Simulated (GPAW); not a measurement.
The P K edge of atom 7 in AgPPd5 (P4/mmm), with 8 Pd at 2.43 Å (cubic, site symmetry 4/mmm), was computed in 2 ways: excited-electron core hole (neutral cell) and no core hole. Program and functional: GPAW, LDA, Gaussian full width 0.9 eV up to 4 eV, rising linearly to 3.5 eV at 25 eV; cells of 7 and 14 atoms (the run without a hole in the smaller).

Each run is counted from its own lowest empty level or Fermi level and scaled to a mean of 1 over its first 20 eV.

| E (eV) | run 1 | run 2 |
| --- | --- | --- |
| -2.0 | 0.00 | 0.00 |
| -1.5 | 0.00 | 0.00 |
| -1.0 | 0.00 | 0.01 |
| -0.5 | 0.11 | 0.18 |
| 0.0 | 0.60 | 0.89 |
| 0.5 | 1.11 | 1.63 |
| 1.0 | 1.33 | 2.07 |
| 1.5 | 1.56 | 2.27 |
| 2.0 | 1.76 | 1.68 |
| 2.5 | 1.56 | 1.05 |
| 3.0 | 1.19 | 0.67 |
| 3.5 | 0.73 | 0.49 |
| 4.0 | 0.48 | 0.59 |
| 4.5 | 0.53 | 0.71 |
| 5.0 | 0.68 | 1.05 |
| 5.5 | 0.98 | 1.58 |
| 6.0 | 1.31 | 1.97 |
| 6.5 | 1.46 | 1.78 |
| 7.0 | 1.49 | 1.32 |
| 7.5 | 1.41 | 1.11 |
| 8.0 | 1.30 | 1.12 |
| 8.5 | 1.23 | 1.16 |
| 9.0 | 1.25 | 1.11 |
| 9.5 | 1.29 | 1.02 |
| 10.0 | 1.21 | 0.91 |
| 10.5 | 1.06 | 0.81 |
| 11.0 | 0.92 | 0.73 |
| 11.5 | 0.84 | 0.67 |
| 12.0 | 0.79 | 0.65 |
| 12.5 | 0.76 | 0.68 |
| 13.0 | 0.77 | 0.75 |
| 13.5 | 0.82 | 0.82 |
| 14.0 | 0.89 | 0.86 |
| 14.5 | 0.93 | 0.85 |
| 15.0 | 0.92 | 0.80 |
| 15.5 | 0.87 | 0.74 |
| 16.0 | 0.81 | 0.70 |
| 16.5 | 0.75 | 0.67 |
| 17.0 | 0.71 | 0.66 |
| 17.5 | 0.69 | 0.66 |
| 18.0 | 0.69 | 0.67 |
| 18.5 | 0.70 | 0.68 |
| 19.0 | 0.71 | 0.69 |
| 19.5 | 0.72 | 0.69 |
| 20.0 | 0.72 | 0.69 |
| 20.5 | 0.72 | 0.68 |
| 21.0 | 0.71 | 0.68 |
| 21.5 | 0.71 | 0.68 |
| 22.0 | 0.70 | 0.67 |
| 22.5 | 0.68 | 0.65 |
| 23.0 | 0.65 | 0.62 |
| 23.5 | 0.61 | 0.59 |
| 24.0 | 0.57 | 0.56 |
| 24.5 | 0.54 | 0.53 |
| 25.0 | 0.51 | 0.53 |
| 25.5 | 0.50 | 0.54 |
| 26.0 | 0.51 | 0.57 |
| 26.5 | 0.52 | 0.60 |
| 27.0 | 0.55 | 0.64 |
| 27.5 | 0.57 | 0.69 |
| 28.0 | 0.60 | 0.73 |
| 28.5 | 0.63 | 0.78 |
| 29.0 | 0.66 | 0.84 |
| 29.5 | 0.70 | 0.90 |
| 30.0 | 0.74 | 0.97 |
| 30.5 | 0.80 | 1.04 |
| 31.0 | 0.87 | 1.11 |
| 31.5 | 0.95 | 1.16 |
| 32.0 | 1.02 | 1.20 |

**Question.** Which run is which?

Run 1: no core hole (area from −2 to 6 eV 6.6, main maxima 1.9 eV (1.76), 6.9 eV (1.49), 9.5 eV (1.29) and 14.6 eV (0.93)). Run 2: excited-electron core hole (neutral cell) (area from −2 to 6 eV 7.9, main maxima 1.4 eV (2.28), 6.1 eV (1.98), 8.5 eV (1.16) and 14.1 eV (0.86)). With each curve scaled to its own mean, the area from −2 to 6 eV with the hole is 7.9 against 6.6, and the centre of weight from −1 to 20 eV moves by -0.6 eV: the hole pulls the absorber's empty states down.

[Hosts, paths, dates, database ids (printed as entryN), source tags and the programs' standing remarks are cut or masked in the printed files.]

[Lists of maxima count a maximum above −3 eV only where it reaches 4 % of the highest in the window and stands out from its surroundings by 2 % of it (1.5 % where it reaches 55 %); shoulders and weaker maxima are passed over, and of the rest the first, up to two pre-edge ones and the few strongest are named.]
